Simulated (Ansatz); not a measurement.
Ca2BIN2 (R-3m): refractive index against wavelength

The refractive index of Ca2BIN2 (R-3m) along x below the direct gap (2.98 eV on the mesh) is read from one computed spectrum, n = √(Re ε). x, y and z are the Cartesian axes of the input cell.

It takes space group R-3m (No. 166, trigonal). The conventional cell has a = 3.949 Å, b = 3.949 Å, c = 27.271 Å, α = 90.00°, β = 90.00°, γ = 120.00°. Around I on site a lie 6 Ca at 3.34 Å. Around Ca on site c lie 3 N at 2.40 Å. N on site c has 1 B at 1.35 Å as nearest neighbours. B on site b is surrounded by 2 N at 1.35 Å.

Method: Ansatz 0.2.0, PBE, independent particles, k-mesh 8×8×8 with interpolation inside its cells, Gaussian parameter 0.1 eV.

Launch of the response step: `ansatz run input.yaml --threads 2 --pin off --max-ram 5120MiB --backend cpu --events-out ev --progress --plain --runs-dir out`. The run took 74 s, on 2 threads of AMD EPYC 9R45 96-Core Processor (Zen 5), with other jobs on the host.

```tsv
wavelength (nm)	photon energy E (eV)	n
2000	0.620	2.0746
1550	0.800	2.0790
1310	0.946	2.0835
1064	1.165	2.0917
850	1.459	2.1059
700	1.771	?
633	1.959	2.1400
```

In the single-oscillator model n² − 1 = E₀E_d/(E₀² − E²), so 1/(n² − 1) = E₀/E_d − E²/(E₀E_d) is linear in E².

Working, on the rows shown:

| x = E² (eV²) | y = 1/(n² − 1) |
| --- | --- |
| 0.384302 | 0.302667 |
| 0.639837 | 0.301002 |
| 0.895757 | 0.299314 |
| 1.35784 | 0.296278 |
| 2.12762 | 0.291137 |
| 3.83641 | 0.279361 |

Means: x̄ = 1.5403, ȳ = 0.29496. Σ(x − x̄)(y − ȳ) = -0.05546, Σ(x − x̄)² = 8.213. Slope = -0.05546 / 8.213 = -0.006753; intercept = ȳ − slope · x̄ = 0.30536. Turned back into n, the line misses the rows shown by at most 0.0004.

Predict the last column of the withheld row from the fit.

At x = 3.1372 the line gives y = 0.28418, that is 2.1258. The run gave 2.1256, so the interpolation is off by 0.00018, 0.3 % of the range in the table.

Refitted with all rows, the slope is -0.006745 and the intercept 0.30536. These give E₀ = √(intercept/−slope) = 6.73 eV and E_d = E₀/intercept = 22.0 eV; E₀ is 2.3 times the direct gap. The electronic limit at long wavelengths, without lattice vibrations, is n = √(1 + 1/intercept) = 2.068. The structure is a model and need not exist. Excitons are left out and so are local fields; PBE gaps are as a rule too small. Spin-orbit coupling is left out.

[Logs are printed without paths, hosts, clocks, repeated set-up lines and the standing remarks that a program may print on its own settings, such as how far it seeks lower states.]
